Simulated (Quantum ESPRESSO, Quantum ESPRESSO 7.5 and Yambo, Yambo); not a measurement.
## Quasiparticle gap of PtS2 (1T monolayer) in Yambo

Aim: the G0W0 gap of PtS2 (1T monolayer) on PBE, step by step.

Program: Quantum ESPRESSO 7.5 and Yambo 5.3.0. Level of theory: PBE and many-body steps on it, plane waves. Results are calculated unless marked as measured.

## 1. The starting structure

The cell holds 3 atoms: 1 Pt and 2 S. Cell: a = 3.574 Å, b = 3.574 Å, c = 15.000 Å, α = 90.0°, β = 90.0°, γ = 120.0°. Vacuum lies along c.

The structure was relaxed with PBE. The runs that relaxed it are not among those shown. Spin-orbit coupling is left out unless a step names it.

## 2. Ground state

This step: Quantum ESPRESSO 7.5; DFT, PBE, plane waves, norm-conserving pseudopotentials.

The ground-state density comes first.

The input, pw.in:

```
&control
  calculation = 'scf'
  prefix = 'x'
  outdir = 'o'
  pseudo_dir = 'pseudo'
/
&system
  ibrav = 0
  nat = 3
  ntyp = 2
  ecutwfc = 76.0
  nbnd = 20
  force_symmorphic = .true.
/
&electrons
  conv_thr = 1e-10
  electron_maxstep = 80
  mixing_beta = 0.5
/
ATOMIC_SPECIES
  Pt 195.08 Pt.upf
  S 32.06 S.upf
CELL_PARAMETERS angstrom
  3.5735303220 0.0000000000 0.0000000000
  -1.7867651610 3.0947680400 0.0000000000
  0.0000000000 0.0000000000 15.0000000000
ATOMIC_POSITIONS crystal
  Pt 0.0000000000 0.0000000000 0.5000000000
  S 0.3333333333 0.6666666667 0.5818569338
  S 0.6666666667 0.3333333333 0.4181430662
K_POINTS automatic
  12 12 1 0 0 0
```

The run is started by

```bash
$ OMP_NUM_THREADS=1 mpirun -n 4 pw.x -nk 4 -in pw.in > pw.out
```

Log:

```text
Program PWSCF v.7.5 starts

     This program is part of the open-source Quantum ESPRESSO suite
     for quantum simulation of materials; please cite
         "P. Giannozzi et al., J. Phys.:Condens. Matter 21 395502 (2009);
         "P. Giannozzi et al., J. Phys.:Condens. Matter 29 465901 (2017);
         "P. Giannozzi et al., J. Chem. Phys. 152 154105 (2020);
     in publications or presentations arising from this work. More details at
     Message from routine setup:
     using ibrav=0 with symmetry is DISCOURAGED, use correct ibrav instead

     G-vector sticks info

     bravais-lattice index     =            0
     lattice parameter (alat)  =       6.7530  a.u.
     unit-cell volume          =    1119.4725 (a.u.)^3
     number of atoms/cell      =            3
     number of atomic types    =            2
     number of electrons       =        30.00
     number of Kohn-Sham states=           20
     kinetic-energy cutoff     =      76.0000  Ry
     charge density cutoff     =     304.0000  Ry
     scf convergence threshold =      1.0E-10
     mixing beta               =       0.5000
     number of iterations used =            8  plain     mixing
     Exchange-correlation= PBE
                           (   1   4   3   4   0   0   0)

     celldm(1)=   6.752994  celldm(2)=   0.000000  celldm(3)=   0.000000
     celldm(4)=   0.000000  celldm(5)=   0.000000  celldm(6)=   0.000000

     crystal axes: (cart. coord. in units of alat)
               a(1) = (   1.000000   0.000000   0.000000 )
               a(2) = (  -0.500000   0.866025   0.000000 )
               a(3) = (   0.000000   0.000000   4.197530 )

     reciprocal axes: (cart. coord. in units 2 pi/alat)
               b(1) = (  1.000000  0.577350 -0.000000 )
               b(2) = (  0.000000  1.154701  0.000000 )
               b(3) = (  0.000000 -0.000000  0.238235 )
     Pseudo is Norm-conserving + core correction, Zval = 18.0
     Generated using ONCVPSP code by D. R. Hamann
     Using radial grid of 1374 points,  8 beta functions with:
     Pseudo is Norm-conserving + core correction, Zval =  6.0
     Generated using ONCVPSP code by D. R. Hamann
     Using radial grid of 1146 points,  6 beta functions with:
     Pt               18.00   195.08000     Pt( 1.00)
     S                 6.00    32.06000     S ( 1.00)

     12 Sym. Ops., with inversion, found

   Cartesian axes

     site n.     atom                  positions (alat units)
         1        Pt     tau(   1) = (   0.0000000   0.0000000   2.0987649  )
         2        S      tau(   2) = (  -0.0000000   0.5773503   2.4423618  )
         3        S      tau(   3) = (   0.5000000   0.2886751   1.7551680  )

     number of k points=    19
                       cart. coord. in units 2pi/alat
        k(    1) = (   0.0000000   0.0000000   0.0000000), wk =   0.0138889
        k(    2) = (   0.0000000   0.0962250   0.0000000), wk =   0.0833333
        k(    3) = (   0.0000000   0.1924501   0.0000000), wk =   0.0833333
        k(    4) = (   0.0000000   0.2886751   0.0000000), wk =   0.0833333
        k(    5) = (   0.0000000   0.3849002   0.0000000), wk =   0.0833333
        k(    6) = (   0.0000000   0.4811252   0.0000000), wk =   0.0833333
        k(    7) = (   0.0000000  -0.5773503   0.0000000), wk =   0.0416667
        k(    8) = (   0.0833333   0.1443376   0.0000000), wk =   0.0833333
        k(    9) = (   0.0833333   0.2405626   0.0000000), wk =   0.1666667
        k(   10) = (   0.0833333   0.3367877   0.0000000), wk =   0.1666667
     [... 7 further rows ...]
        k(   18) = (   0.2500000   0.5292377   0.0000000), wk =   0.1666667
        k(   19) = (   0.3333333   0.5773503   0.0000000), wk =   0.0277778

     Dense  grid:   100255 G-vectors     FFT dimensions: (  40,  40, 160)

     Initial potential from superposition of free atoms

     starting charge      29.9998, renormalised to      30.0000
     Starting wfcs are   18 randomized atomic wfcs +    2 random wfcs

     per-process dynamical memory:    81.1 Mb

     Self-consistent Calculation

     iteration #  1     ecut=    76.00 Ry     beta= 0.50

     total energy              =    -305.18150082 Ry
     estimated scf accuracy    <       0.49950907 Ry

     iteration #  2     ecut=    76.00 Ry     beta= 0.50

     total energy              =    -305.29409075 Ry
     estimated scf accuracy    <       0.77672180 Ry

     iteration #  3     ecut=    76.00 Ry     beta= 0.50

     total energy              =    -305.41133571 Ry
     estimated scf accuracy    <       0.00572804 Ry

     iteration #  4     ecut=    76.00 Ry     beta= 0.50

     total energy              =    -305.41226885 Ry
     estimated scf accuracy    <       0.00168952 Ry

     iteration #  5     ecut=    76.00 Ry     beta= 0.50

     total energy              =    -305.41252304 Ry
     estimated scf accuracy    <       0.00001037 Ry

     iteration #  6     ecut=    76.00 Ry     beta= 0.50

     total energy              =    -305.41253196 Ry
     estimated scf accuracy    <       0.00000057 Ry

     iteration #  7     ecut=    76.00 Ry     beta= 0.50

     total energy              =    -305.41253215 Ry
     estimated scf accuracy    <       0.00000008 Ry

     iteration #  8     ecut=    76.00 Ry     beta= 0.50

     total energy              =    -305.41253217 Ry
     estimated scf accuracy    <       0.00000002 Ry

     iteration #  9     ecut=    76.00 Ry     beta= 0.50

     total energy              =    -305.41253217 Ry
     estimated scf accuracy    <          8.8E-10 Ry

     iteration # 10     ecut=    76.00 Ry     beta= 0.50

     total energy              =    -305.41253217 Ry
     estimated scf accuracy    <          1.3E-10 Ry

     iteration # 11     ecut=    76.00 Ry     beta= 0.50

     End of self-consistent calculation

          k = 0.0000 0.0000 0.0000 ( 12619 PWs)   bands (ev):

   -99.5270 -53.6730 -53.6730 -53.5680 -14.8772 -12.6541  -6.4167  -6.4167
    -6.0352  -3.7253  -3.7253  -1.6633  -1.5514  -1.1800  -1.1800   2.3042
     2.3042   4.4767   4.9648   5.4783

          k = 0.0000 0.0962 0.0000 ( 12571 PWs)   bands (ev):

   -99.5270 -53.6743 -53.6733 -53.5678 -14.7917 -12.6754  -6.4046  -6.3626
    -5.9577  -3.8585  -3.7978  -2.0739  -1.4183  -1.1376  -0.9849   1.8855
     2.1884   4.6782   5.1941   5.7633

          k = 0.0000 0.1925 0.0000 ( 12560 PWs)   bands (ev):

   -99.5269 -53.6779 -53.6743 -53.5673 -14.5457 -12.7340  -6.3531  -6.2172
    -5.7404  -4.2973  -3.9446  -2.6018  -1.1482  -1.1168  -0.9172   1.1476
     1.9722   5.1528   5.5708   5.9812

          k = 0.0000 0.2887 0.0000 ( 12528 PWs)   bands (ev):

     [... further k-points ...]

     highest occupied, lowest unoccupied level (ev):    -0.8916    0.8753

!    total energy              =    -305.41253217 Ry
     estimated scf accuracy    <          1.1E-11 Ry

     The total energy is the sum of the following terms:
     one-electron contribution =    -938.54024041 Ry
     hartree contribution      =     468.67556157 Ry
     xc contribution           =     -60.14721996 Ry
     ewald contribution        =     224.59936663 Ry

     convergence has been achieved in  11 iterations

     XML data file, charge density, pseudopotentials, collected wavefunctions

=------------------------------------------------------------------------------=
   JOB DONE.
=------------------------------------------------------------------------------=
```

It took 21 s on 4 MPI ranks of Arm Neoverse V2, shared host; peak memory 0.55 GiB; 83 s of CPU time.

Numbers from this step:

| Item | Value |
| --- | --- |
| total energy | -4155.3492 eV |
| gap | 1.767 eV |
| k of the valence top | 0.1667, 0.1667, 0 |
| k of the conduction bottom | 0, 0.25, 0 |
| least direct gap | 1.907 eV |

The gap is indirect, with the least direct gap 0.14 eV higher.

## 3. Bands along the symmetry lines

Levels along a band path, at the cheap level, show where the edges lie and whether the meshes to come will hold them.

The input, pw.in:

```
&control
  calculation = 'bands'
  prefix = 'x'
  outdir = 'o'
  pseudo_dir = 'pseudo'
/
&system
  ibrav = 0
  nat = 3
  ntyp = 2
  ecutwfc = 76.0
  nbnd = 21
  force_symmorphic = .true.
/
&electrons
  conv_thr = 1e-9
  electron_maxstep = 80
  diago_full_acc = .true.
  diago_thr_init = 5e-6
/
ATOMIC_SPECIES
  Pt 195.08 Pt.upf
  S 32.06 S.upf
CELL_PARAMETERS angstrom
  3.5735303220 0.0000000000 0.0000000000
  -1.7867651610 3.0947680400 0.0000000000
  0.0000000000 0.0000000000 15.0000000000
ATOMIC_POSITIONS crystal
  Pt 0.0000000000 0.0000000000 0.5000000000
  S 0.3333333333 0.6666666667 0.5818569338
  S 0.6666666667 0.3333333333 0.4181430662
K_POINTS crystal
  25
  0.00000000 0.00000000 0.00000000 1
  0.06250000 0.00000000 0.00000000 1
  0.12500000 0.00000000 0.00000000 1
  0.18750000 0.00000000 0.00000000 1
  0.25000000 0.00000000 0.00000000 1
  0.31250000 0.00000000 0.00000000 1
  0.37500000 0.00000000 0.00000000 1
  0.43750000 0.00000000 0.00000000 1
  0.50000000 0.00000000 0.00000000 1
  0.47916667 0.04166667 0.00000000 1
  0.45833333 0.08333333 0.00000000 1
  0.43750000 0.12500000 0.00000000 1
  0.41666666 0.16666666 0.00000000 1
  0.39583333 0.20833333 0.00000000 1
  0.37500000 0.25000000 0.00000000 1
  0.35416666 0.29166666 0.00000000 1
  0.33333333 0.33333333 0.00000000 1
  0.29166666 0.29166666 0.00000000 1
  0.25000000 0.25000000 0.00000000 1
  0.20833333 0.20833333 0.00000000 1
  0.16666666 0.16666666 0.00000000 1
  0.12500000 0.12500000 0.00000000 1
  0.08333333 0.08333333 0.00000000 1
  0.04166667 0.04166667 0.00000000 1
  0.00000000 0.00000000 0.00000000 1
```

Log:

```text
[banner, memory and clock lines left out]
Program PWSCF v.7.5 starts

     Atomic positions and unit cell read from directory:
     o/x.save/

     Message from routine setup:
     using ibrav=0 with symmetry is DISCOURAGED, use correct ibrav instead

     G-vector sticks info

     bravais-lattice index     =            0
     lattice parameter (alat)  =       6.7530  a.u.
     unit-cell volume          =    1119.4725 (a.u.)^3
     number of atoms/cell      =            3
     number of atomic types    =            2
     number of electrons       =        30.00
     number of Kohn-Sham states=           21
     kinetic-energy cutoff     =      76.0000  Ry
     charge density cutoff     =     304.0000  Ry
     Exchange-correlation= PBE
                           (   1   4   3   4   0   0   0)

     celldm(1)=   6.752994  celldm(2)=   0.000000  celldm(3)=   0.000000
     celldm(4)=   0.000000  celldm(5)=   0.000000  celldm(6)=   0.000000

     crystal axes: (cart. coord. in units of alat)
               a(1) = (   1.000000   0.000000   0.000000 )
               a(2) = (  -0.500000   0.866025   0.000000 )
               a(3) = (   0.000000   0.000000   4.197530 )

     reciprocal axes: (cart. coord. in units 2 pi/alat)
               b(1) = (  1.000000  0.577350 -0.000000 )
               b(2) = (  0.000000  1.154701  0.000000 )
               b(3) = (  0.000000 -0.000000  0.238235 )
     Pseudo is Norm-conserving + core correction, Zval = 18.0
     Generated using ONCVPSP code by D. R. Hamann
     Using radial grid of 1374 points,  8 beta functions with:
     Pseudo is Norm-conserving + core correction, Zval =  6.0
     Generated using ONCVPSP code by D. R. Hamann
     Using radial grid of 1146 points,  6 beta functions with:
     Pt               18.00   195.08000     Pt( 1.00)
     S                 6.00    32.06000     S ( 1.00)

     12 Sym. Ops., with inversion, found

   Cartesian axes

     site n.     atom                  positions (alat units)
         1        Pt     tau(   1) = (   0.0000000   0.0000000   2.0987649  )
         2        S      tau(   2) = (  -0.0000000   0.5773503   2.4423618  )
         3        S      tau(   3) = (   0.5000000   0.2886751   1.7551680  )

     number of k points=    25
                       cart. coord. in units 2pi/alat
        k(    1) = (   0.0000000   0.0000000   0.0000000), wk =   0.0800000
        k(    2) = (   0.0625000   0.0360844   0.0000000), wk =   0.0800000
        k(    3) = (   0.1250000   0.0721688   0.0000000), wk =   0.0800000
[...]
[... 13 further rows ...]
        k(   24) = (   0.0416667   0.0721688   0.0000000), wk =   0.0800000
        k(   25) = (   0.0000000   0.0000000   0.0000000), wk =   0.0800000

     Dense  grid:   100255 G-vectors     FFT dimensions: (  40,  40, 160)

     The potential is recalculated from file :
     o/x.save/charge-density

     Starting wfcs are   18 randomized atomic wfcs +    3 random wfcs

     Band Structure Calculation

     End of band structure calculation

          k = 0.0000 0.0000 0.0000 ( 12619 PWs)   bands (ev):

   -99.5269 -53.6730 -53.6730 -53.5679 -14.8772 -12.6541  -6.4166  -6.4166
    -6.0351  -3.7253  -3.7252  -1.6633  -1.5514  -1.1800  -1.1800   2.3042
     2.3042   4.4767   4.9648   5.4783   5.8051

          k = 0.0625 0.0361 0.0000 ( 12589 PWs)   bands (ev):

   -99.5269 -53.6737 -53.6731 -53.5678 -14.8289 -12.6662  -6.4102  -6.3859
[...]
2.2358   4.5936   5.1105   5.6432   5.9025

          k = 0.1250 0.0722 0.0000 ( 12568 PWs)   bands (ev):

[...]
2.0775   4.8949   5.3757   5.9942   6.1831

[...]
k = 0.0417 0.0722 0.0000 ( 12589 PWs)   bands (ev):

[...]
2.2061   4.6307   5.1488   5.6994   5.9343

          k = 0.0000 0.0000 0.0000 ( 12619 PWs)   bands (ev):

   -99.5269 -53.6730 -53.6730 -53.5679 -14.8772 -12.6541  -6.4166  -6.4166
    -6.0351  -3.7253  -3.7252  -1.6633  -1.5514  -1.1800  -1.1800   2.3042
     2.3042   4.4767   4.9648   5.4783   5.8052

     XML data file, pseudopotentials, collected wavefunctions
```

Elapsed: 11 s, on 4 MPI ranks; peak memory 0.41 GiB.

Numbers from this step:

| Property | Result |
| --- | --- |
| gap | 1.767 eV |
| k of the valence top | 0.1667, 0.1667, 0 |
| k of the conduction bottom | 0.25, 0, 0 |
| least direct gap | 1.907 eV |

The gap is 1.767 eV, as in the run before at this level.

The electronic bands at the labelled points (eV, zero at the top of the highest filled band):

| point | band 12 | band 13 | band 14 | band 15 | band 16 | band 17 | band 18 | band 19 |
| --- | --- | --- | --- | --- | --- | --- | --- | --- |
| Γ | -0.77 | -0.66 | -0.29 | -0.29 | 3.20 | 3.20 | 5.37 | 5.86 |
| halfway | -2.00 | -0.42 | -0.41 | -0.14 | 1.77 | 2.76 | 6.19 | 6.69 |
| M | -2.10 | -2.02 | -1.67 | -1.37 | 2.79 | 2.98 | 5.52 | 6.76 |
| halfway | -2.23 | -2.19 | -1.09 | -0.75 | 2.30 | 2.60 | 6.21 | 7.82 |
| K | -2.44 | -2.23 | -0.71 | -0.71 | 2.15 | 2.15 | 6.86 | 8.97 |
| halfway | -2.05 | -0.80 | -0.48 | 0.00 | 2.10 | 2.14 | 6.84 | 7.06 |
| Γ | -0.77 | -0.66 | -0.29 | -0.29 | 3.20 | 3.20 | 5.37 | 5.86 |

## 4. Empty states on the mesh, 6×6×1 mesh, 92 bands

The sums over transitions need many empty states on a uniform mesh; this step solves for them.

The input, pw.in:

```
&control
  calculation = 'nscf'
  prefix = 'x'
  outdir = 'o'
  pseudo_dir = 'pseudo'
/
&system
  ibrav = 0
  nat = 3
  ntyp = 2
  ecutwfc = 76.0
  nbnd = 92
  force_symmorphic = .true.
/
&electrons
  conv_thr = 1e-9
  electron_maxstep = 80
  diago_full_acc = .true.
  diago_thr_init = 5e-6
/
ATOMIC_SPECIES
  Pt 195.08 Pt.upf
  S 32.06 S.upf
CELL_PARAMETERS angstrom
  3.5735303220 0.0000000000 0.0000000000
  -1.7867651610 3.0947680400 0.0000000000
  0.0000000000 0.0000000000 15.0000000000
ATOMIC_POSITIONS crystal
  Pt 0.0000000000 0.0000000000 0.5000000000
  S 0.3333333333 0.6666666667 0.5818569338
  S 0.6666666667 0.3333333333 0.4181430662
K_POINTS automatic
  6 6 1 0 0 0
```

Log:

```text
[banner, memory and clock lines left out]
Program PWSCF v.7.5 starts

     Atomic positions and unit cell read from directory:
     o/x.save/

     Message from routine setup:
     using ibrav=0 with symmetry is DISCOURAGED, use correct ibrav instead

     G-vector sticks info

     bravais-lattice index     =            0
     lattice parameter (alat)  =       6.7530  a.u.
     unit-cell volume          =    1119.4725 (a.u.)^3
     number of atoms/cell      =            3
     number of atomic types    =            2
     number of electrons       =        30.00
     number of Kohn-Sham states=           92
     kinetic-energy cutoff     =      76.0000  Ry
     charge density cutoff     =     304.0000  Ry
     Exchange-correlation= PBE
                           (   1   4   3   4   0   0   0)

     celldm(1)=   6.752994  celldm(2)=   0.000000  celldm(3)=   0.000000
     celldm(4)=   0.000000  celldm(5)=   0.000000  celldm(6)=   0.000000

     crystal axes: (cart. coord. in units of alat)
               a(1) = (   1.000000   0.000000   0.000000 )
               a(2) = (  -0.500000   0.866025   0.000000 )
               a(3) = (   0.000000   0.000000   4.197530 )

     reciprocal axes: (cart. coord. in units 2 pi/alat)
               b(1) = (  1.000000  0.577350 -0.000000 )
               b(2) = (  0.000000  1.154701  0.000000 )
               b(3) = (  0.000000 -0.000000  0.238235 )
     Pseudo is Norm-conserving + core correction, Zval = 18.0
     Generated using ONCVPSP code by D. R. Hamann
     Using radial grid of 1374 points,  8 beta functions with:
     Pseudo is Norm-conserving + core correction, Zval =  6.0
     Generated using ONCVPSP code by D. R. Hamann
     Using radial grid of 1146 points,  6 beta functions with:
     Pt               18.00   195.08000     Pt( 1.00)
     S                 6.00    32.06000     S ( 1.00)

     12 Sym. Ops., with inversion, found

   Cartesian axes

     site n.     atom                  positions (alat units)
         1        Pt     tau(   1) = (   0.0000000   0.0000000   2.0987649  )
         2        S      tau(   2) = (  -0.0000000   0.5773503   2.4423618  )
         3        S      tau(   3) = (   0.5000000   0.2886751   1.7551680  )

     number of k points=     7
                       cart. coord. in units 2pi/alat
        k(    1) = (   0.0000000   0.0000000   0.0000000), wk =   0.0555556
        k(    2) = (   0.0000000   0.1924501   0.0000000), wk =   0.3333333
        k(    3) = (   0.0000000   0.3849002   0.0000000), wk =   0.3333333
        k(    4) = (   0.0000000  -0.5773503   0.0000000), wk =   0.1666667
        k(    5) = (   0.1666667   0.2886751   0.0000000), wk =   0.3333333
        k(    6) = (   0.1666667   0.4811252   0.0000000), wk =   0.6666667
        k(    7) = (   0.3333333   0.5773503   0.0000000), wk =   0.1111111

     Dense  grid:   100255 G-vectors     FFT dimensions: (  40,  40, 160)

     The potential is recalculated from file :
     o/x.save/charge-density

     Starting wfcs are   18 randomized atomic wfcs +   74 random wfcs

     Band Structure Calculation

     End of band structure calculation

          k = 0.0000 0.0000 0.0000 ( 12619 PWs)   bands (ev):

   -99.5269 -53.6730 -53.6730 -53.5679 -14.8772 -12.6541  -6.4166  -6.4166
    -6.0351  -3.7253  -3.7253  -1.6633  -1.5514  -1.1800  -1.1800   2.3042
     2.3042   4.4767   4.9648   5.4783   5.8051   7.4457   7.8606   7.8606
[...]
31.9125  31.9125  32.4681  32.8370

          k = 0.0000 0.1925 0.0000 ( 12560 PWs)   bands (ev):

[...]
32.9307  32.9595  33.1729  33.2718

          k = 0.0000 0.3849 0.0000 ( 12540 PWs)   bands (ev):

[...]
29.2747  29.2888  29.5043  29.5061  30.0552  30.8745  31.0773  31.2221
    31.4941  31.9095  32.1594  32.4025  32.5825  32.9871  33.2269  33.6141
    34.0010  34.0715  34.3192  34.7383

          k = 0.0000-0.5774 0.0000 ( 12518 PWs)   bands (ev):

     [... further k-points ...]

     highest occupied, lowest unoccupied level (ev):    -0.8916    1.1476

     XML data file, pseudopotentials, collected wavefunctions
```

Run time: 21 s. Hardware: 4 MPI ranks; peak memory 0.71 GiB; 82 s of CPU time.

This step gave:

| Quantity | Value |
| --- | --- |
| gap | 2.039 eV |
| k of the valence top | 0.1667, 0.1667, 0 |
| k of the conduction bottom | 0, 0.1667, 0 |
| least direct gap | 2.065 eV |
| k points computed | 7 |
| lowest point of the top converged band, above the valence top | 33.73 eV |

On this mesh the gap is 2.039 eV. The earlier step found 1.767 eV, so this mesh misses an edge.

(Part 1 of 2 ends here.)

[Paths, hosts, dates, memory and timing lines, banners, echoed tables and standing remarks are left out of the program output.]

[Logs are printed without paths, hosts, clocks, repeated set-up lines and the standing remarks that a program may print on its own settings, such as how far it seeks lower states.]

[Runs of the session that timed out or met a known fault of the program may be left out.]

[Hosts, paths, dates, database ids (printed as entryN), source tags and the programs' standing remarks are cut or masked in the printed files.]
